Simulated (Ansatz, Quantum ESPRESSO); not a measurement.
# YBe3 (Fm-3m): zone-centre phonons

Which modes does YBe3 (Fm-3m) have at the zone centre?

Main program and level: Quantum ESPRESSO 7.5; DFT PBE, scalar-relativistic, plane waves, PseudoDojo norm-conserving pseudopotentials.

The structure was built from a prototype and need not be the compound's stable phase.

**1. The structure**

The structure is cubic, space group Fm-3m (No. 225). The conventional cell has a = 6.027 Å, b = 6.027 Å, c = 6.027 Å, α = 90.00°, β = 90.00°, γ = 90.00°. Nearest to Y lie 8 Be at 2.61 Å. Be has 8 Be at 2.61 Å nearest. Nearest to Be lie 4 Be at 2.61 Å and 4 Y at 2.61 Å. Farther neighbours are not listed.

As a file:

```
CELL_PARAMETERS angstrom
-3.01327 0.00000 3.01327
0.00000 3.01327 3.01327
-3.01327 3.01327 0.00000
ATOMIC_POSITIONS crystal
Y 0.00000 0.00000 0.00000
Be 0.50000 0.50000 0.50000
Be 0.75000 0.75000 0.75000
Be 0.25000 0.25000 0.25000
```

**2. A probe with smearing**

Before anything dear is run, a loose run with smearing shows whether this is a metal and how far the cell is from rest.

Contents of probe.in:

```
&control
   calculation = 'scf'
   prefix = 'x'
   outdir = './tmp'
   pseudo_dir = './pseudo'
   tprnfor = .true.
   tstress = .true.
   verbosity = 'high'
/
&system
   ibrav = 2
   celldm(1) = 11.38852712
   nat = 4
   ntyp = 2
   ecutwfc = 76.0
   occupations = 'smearing'
   smearing = 'gaussian'
   degauss = 0.01
/
&electrons
   conv_thr = 1.0d-07
   mixing_beta = 0.7
   electron_maxstep = 100
/
ATOMIC_SPECIES
 Y      88.9058  Y.upf
 Be      9.0122  Be.upf
ATOMIC_POSITIONS crystal
 Y      0.000000000   0.000000000   0.000000000
 Be     0.500000000   0.500000000   0.500000000
 Be     0.750000000   0.750000000   0.750000000
 Be     0.250000000   0.250000000   0.250000000
K_POINTS automatic
 6 6 6 0 0 0
```

The run is started by

```
$ OMP_NUM_THREADS=1 mpirun -n 4 pw.x -nk 4 -in probe.in > probe.out
```

What it wrote:

```text
[banners, grids, parts of the stress and lines that vanish by symmetry left out]
Program PWSCF v.7.5
     bravais-lattice index     =            2
     lattice parameter (alat)  =      11.3885  a.u.
[...]
kinetic-energy cutoff     =      76.0000  Ry
     charge density cutoff     =     304.0000  Ry
     scf convergence threshold =      1.0E-07
[...]
Exchange-correlation= PBE
                           (   1   4   3   4   0   0   0)
[...]
48 Sym. Ops., with inversion, found
[...]
(     0          1          0      )
                  (     0          0          1      )
[...]
(  0.0000000  1.0000000  0.0000000 )
                  (  0.0000000  0.0000000  1.0000000 )
[...]
(     1          0         -1      )
                  (     0          0         -1      )
[...]
(     0          1          0      )
[...]
( -1.0000000  0.0000000  0.0000000 )
                  (  0.0000000  1.0000000  0.0000000 )
[...]
number of k points=    16  Gaussian smearing, width (Ry)=  0.0100
[...]
End of self-consistent calculation
[...]
the Fermi energy is     8.9890 ev
!    total energy              =    -165.26942094 Ry
[...]
convergence has been achieved in   6 iterations
[...]
atom    1 type  1   force =     0.00000000    0.00000000   -0.00000000
     atom    2 type  2   force =     0.00000000    0.00000000    0.00000000
     atom    3 type  2   force =     0.00000000   -0.00000000    0.00000000
     atom    4 type  2   force =    -0.00000000   -0.00000000    0.00000000
[...]
Total force =     0.000000     Total SCF correction =     0.000000
[...]
total   stress  (Ry/bohr**3)                   (kbar)     P=       -9.81
[...]
XML data file, charge density, pseudopotentials, collected wavefunctions

   JOB DONE.
```

Run time: 4.3 s. Hardware: 4 MPI ranks of Arm Neoverse V2, shared host; 17 s of CPU time.

This step gave:

* volume per atom: 13.68 Å³
* pressure: -0.9810 GPa
* gap on the k-mesh: 0 eV

No gap opens on this mesh, so smearing is kept; the start stands at -0.98 GPa.

**3. Relaxation**

The harmonic expansion starts where the forces on the atoms vanish, and stress shifts the frequencies, so cell and atoms are relaxed with tight thresholds.

Contents of relax.in:

```
&control
   calculation = 'vc-relax'
   prefix = 'x'
   outdir = './tmp'
   pseudo_dir = './pseudo'
   tprnfor = .true.
   tstress = .true.
   forc_conv_thr = 2.0d-05
   etot_conv_thr = 1.0d-07
   nstep = 40
/
&system
   ibrav = 2
   celldm(1) = 11.38852712
   nat = 4
   ntyp = 2
   ecutwfc = 76.0
   occupations = 'smearing'
   smearing = 'mv'
   degauss = 0.02
/
&electrons
   conv_thr = 1.0d-11
   mixing_beta = 0.7
   electron_maxstep = 100
/
&ions
/
&cell
   press_conv_thr = 0.2
/
ATOMIC_SPECIES
 Y      88.9058  Y.upf
 Be      9.0122  Be.upf
ATOMIC_POSITIONS crystal
 Y      0.000000000   0.000000000   0.000000000
 Be     0.500000000   0.500000000   0.500000000
 Be     0.750000000   0.750000000   0.750000000
 Be     0.250000000   0.250000000   0.250000000
K_POINTS automatic
 10 10 10 0 0 0
```

The run is started by

```
$ OMP_NUM_THREADS=1 mpirun -n 4 pw.x -nk 4 -in relax.in > relax.out
```

What it wrote:

```text
[banners, grids, parts of the stress and lines that vanish by symmetry left out]
[banner, memory and clock lines left out]
Program PWSCF v.7.5

[...]
kinetic-energy cutoff     =      76.0000  Ry
     charge density cutoff     =     304.0000  Ry
     scf convergence threshold =      1.0E-11
[...]
energy convergence thresh.=      1.0E-07
     force convergence thresh. =      2.0E-05
     press convergence thresh. =      2.0E-01
     Exchange-correlation= PBE
                           (   1   4   3   4   0   0   0)
[...]
48 Sym. Ops., with inversion, found
[...]
number of k points=    47  Marzari-Vanderbilt smearing, width (Ry)=  0.0200
[...]
End of self-consistent calculation
[...]
the Fermi energy is     9.0740 ev
!    total energy              =    -165.26762782 Ry
[...]
convergence has been achieved in  10 iterations
[...]
atom    1 type  1   force =     0.00000000    0.00000000    0.00000000
     atom    2 type  2   force =     0.00000000    0.00000000    0.00000000
     atom    3 type  2   force =    -0.00000000   -0.00000000    0.00000000
     atom    4 type  2   force =    -0.00000000   -0.00000000    0.00000000
     Total force =     0.000000     Total SCF correction =     0.000000
[...]
total   stress  (Ry/bohr**3)                   (kbar)     P=       -8.21
[...]
number of bfgs steps    =   0
[...]
CELL_PARAMETERS (alat= 11.38852712)
[...]
ATOMIC_POSITIONS (crystal)
Y                0.0000000000        0.0000000000        0.0000000000
Be               0.5000000000        0.5000000000        0.5000000000
Be               0.7500000000        0.7500000000        0.7500000000
Be               0.2500000000        0.2500000000        0.2500000000
[...]
New effective cutoffs (rho, wfc):  304.02   76.21
[...]
End of self-consistent calculation
[...]
the Fermi energy is     9.1174 ev
!    total energy              =    -165.26769382 Ry
[...]
convergence has been achieved in   5 iterations
[...]
atom    1 type  1   force =     0.00000000    0.00000000    0.00000000
     atom    2 type  2   force =    -0.00000000    0.00000000   -0.00000000
     atom    3 type  2   force =    -0.00000000   -0.00000000    0.00000000
     atom    4 type  2   force =    -0.00000000   -0.00000000   -0.00000000
     Total force =     0.000000     Total SCF correction =     0.000000
[...]
total   stress  (Ry/bohr**3)                   (kbar)     P=       -4.37
[...]
number of bfgs steps    =   1
[...]
CELL_PARAMETERS (alat= 11.38852712)
[...]
ATOMIC_POSITIONS (crystal)
[...]
New effective cutoffs (rho, wfc):  304.98   76.45
[...]
End of self-consistent calculation
[...]
the Fermi energy is     9.1668 ev
!    total energy              =    -165.26771955 Ry
[...]
convergence has been achieved in   7 iterations
[...]
atom    1 type  1   force =     0.00000000    0.00000000    0.00000000
     atom    2 type  2   force =     0.00000000    0.00000000   -0.00000000
     atom    3 type  2   force =     0.00000000   -0.00000000    0.00000000
     atom    4 type  2   force =     0.00000000    0.00000000    0.00000000
     Total force =     0.000000     Total SCF correction =     0.000000
[...]
total   stress  (Ry/bohr**3)                   (kbar)     P=        0.03
[...]
number of bfgs steps    =   2
[...]
small trust_radius: resetting bfgs history
[...]
CELL_PARAMETERS (alat= 11.38852712)
[...]
ATOMIC_POSITIONS (crystal)
[...]
New effective cutoffs (rho, wfc):  304.98   76.45
[...]
End of self-consistent calculation
[...]
the Fermi energy is     9.1666 ev
!    total energy              =    -165.26771955 Ry
[...]
convergence has been achieved in   3 iterations
[...]
atom    1 type  1   force =     0.00000000    0.00000000   -0.00000000
     atom    2 type  2   force =     0.00000000    0.00000000   -0.00000000
     atom    3 type  2   force =     0.00000000   -0.00000000   -0.00000000
     atom    4 type  2   force =    -0.00000000    0.00000000    0.00000000
     Total force =     0.000000     Total SCF correction =     0.000000
[...]
total   stress  (Ry/bohr**3)                   (kbar)     P=        0.02
[...]
bfgs converged in   4 scf cycles and   3 bfgs steps
[...]
End of BFGS Geometry Optimization
     Final enthalpy           =    -165.2677195535 Ry
     File ./tmp/x.bfgs deleted, as requested
[...]
CELL_PARAMETERS (alat= 11.38852712)
[...]
ATOMIC_POSITIONS (crystal)
[...]
Be               0.7500000000        0.7500000000        0.7500000000
Be               0.2500000000        0.2500000000        0.2500000000
[...]
Final scf calculation at the relaxed structure.
[...]
kinetic-energy cutoff     =      76.0000  Ry
     charge density cutoff     =     304.0000  Ry
     scf convergence threshold =      1.0E-13
[...]
press convergence thresh. =      2.0E-01
     Exchange-correlation= PBE
                           (   1   4   3   4   0   0   0)
[...]
48 Sym. Ops., with inversion, found
[...]
number of k points=    47  Marzari-Vanderbilt smearing, width (Ry)=  0.0200
[...]
c_bands:  1 eigenvalues not converged
     c_bands:  1 eigenvalues not converged
     c_bands:  1 eigenvalues not converged
[...]
End of self-consistent calculation
[...]
the Fermi energy is     9.1666 ev
!    total energy              =    -165.26756263 Ry
[...]
convergence has been achieved in  12 iterations
[...]
atom    1 type  1   force =    -0.00000000   -0.00000000   -0.00000000
     atom    2 type  2   force =     0.00000000    0.00000000    0.00000000
     atom    3 type  2   force =    -0.00000000   -0.00000000   -0.00000000
     atom    4 type  2   force =     0.00000000    0.00000000    0.00000000
     Total force =     0.000000     Total SCF correction =     0.000000
[...]
total   stress  (Ry/bohr**3)                   (kbar)     P=       -0.71
[...]
XML data file, charge density, pseudopotentials, collected wavefunctions
```

It took 53 s on 4 MPI ranks.

Step by step:

```csv
step,energy less that of the first step (eV),largest force (eV/Å),pressure (GPa),volume (Å³)
1,0.0000,0.0000,-0.82,54.72
2,-0.0009,0.0000,-0.44,54.49
3,-0.0012,0.0000,0.00,54.23
4,-0.0012,0.0000,0.00,54.23
5,0.0009,0.0000,-0.07,54.23
```

```csv
"conventional cell, symmetrised",before,after,change
a (Å),6.027,6.009,-0.3 %
b (Å),6.027,6.009,-0.3 %
c (Å),6.027,6.009,-0.3 %
volume (Å³/atom),13.68,13.56,-0.9 %
```

The relaxed structure:

```xyz
4
Lattice="-3.0043 0.0000 3.0043 0.0000 3.0043 3.0043 -3.0043 3.0043 0.0000" Properties=species:S:1:pos:R:3 pbc="T T T"
Y     0.0000    0.0000    0.0000
Be   -3.0043    3.0043    3.0043
Be   -4.5065    4.5065    4.5065
Be   -1.5022    1.5022    1.5022
```

The last row of the table of steps is pw.x's closing run on a basis chosen anew for the final cell, so its energy can jump.

This step gave:

- volume per atom: 13.56 Å³
- pressure: -0.071 GPa

The volume changes by -0.9 % from the cell with which this run began.

**4. Ground state**

Perturbation theory inherits every error of the wavefunctions, so the threshold is set near the limit of the arithmetic. Smearing stays on, as the first look found no gap above 0.3 eV.

Contents of scf.in:

```
&control
   calculation = 'scf'
   prefix = 'x'
   outdir = './tmp'
   pseudo_dir = './pseudo'
   tprnfor = .true.
   tstress = .true.
/
&system
   ibrav = 2
   celldm(1) = 11.35473809
   nat = 4
   ntyp = 2
   ecutwfc = 76.0
   occupations = 'smearing'
   smearing = 'mv'
   degauss = 0.02
/
&electrons
   conv_thr = 1.0d-12
   mixing_beta = 0.7
   electron_maxstep = 100
/
ATOMIC_SPECIES
 Y      88.9058  Y.upf
 Be      9.0122  Be.upf
ATOMIC_POSITIONS crystal
 Y      0.000000000   0.000000000   0.000000000
 Be     0.500000000   0.500000000   0.500000000
 Be     0.750000000   0.750000000   0.750000000
 Be     0.250000000   0.250000000   0.250000000
K_POINTS automatic
 10 10 10 0 0 0
```

The run is started by

```
$ OMP_NUM_THREADS=1 mpirun -n 4 pw.x -nk 4 -in scf.in > scf.out
```

What it wrote:

```text
[banners, grids, parts of the stress and lines that vanish by symmetry left out]
[banner, memory and clock lines left out]
Program PWSCF v.7.5

[...]
kinetic-energy cutoff     =      76.0000  Ry
     charge density cutoff     =     304.0000  Ry
     scf convergence threshold =      1.0E-12
[...]
Exchange-correlation= PBE
                           (   1   4   3   4   0   0   0)
[...]
48 Sym. Ops., with inversion, found
[...]
number of k points=    47  Marzari-Vanderbilt smearing, width (Ry)=  0.0200
[...]
End of self-consistent calculation
[...]
the Fermi energy is     9.1666 ev
!    total energy              =    -165.26756263 Ry
[...]
convergence has been achieved in  11 iterations
[...]
atom    1 type  1   force =     0.00000000    0.00000000    0.00000000
     atom    2 type  2   force =     0.00000000    0.00000000    0.00000000
     atom    3 type  2   force =     0.00000000    0.00000000   -0.00000000
     atom    4 type  2   force =    -0.00000000   -0.00000000    0.00000000
     Total force =     0.000000     Total SCF correction =     0.000000
[...]
total   stress  (Ry/bohr**3)                   (kbar)     P=       -0.71
[...]
XML data file, charge density, pseudopotentials, collected wavefunctions
```

The job ended after 16 s (4 MPI ranks; 63 s of CPU time).

The cell stands at -0.071 GPa, close enough for phonons.

(Continued in part 2 of 3.)

[Host names and launcher messages were left out of these logs when they were recorded.]

[Logs are printed without paths, hosts, clocks, repeated set-up lines and the standing remarks that a program may print on its own settings, such as how far it seeks lower states.]

[Hosts, paths, dates, database ids (printed as entryN), source tags and the programs' standing remarks are cut or masked in the printed files.]
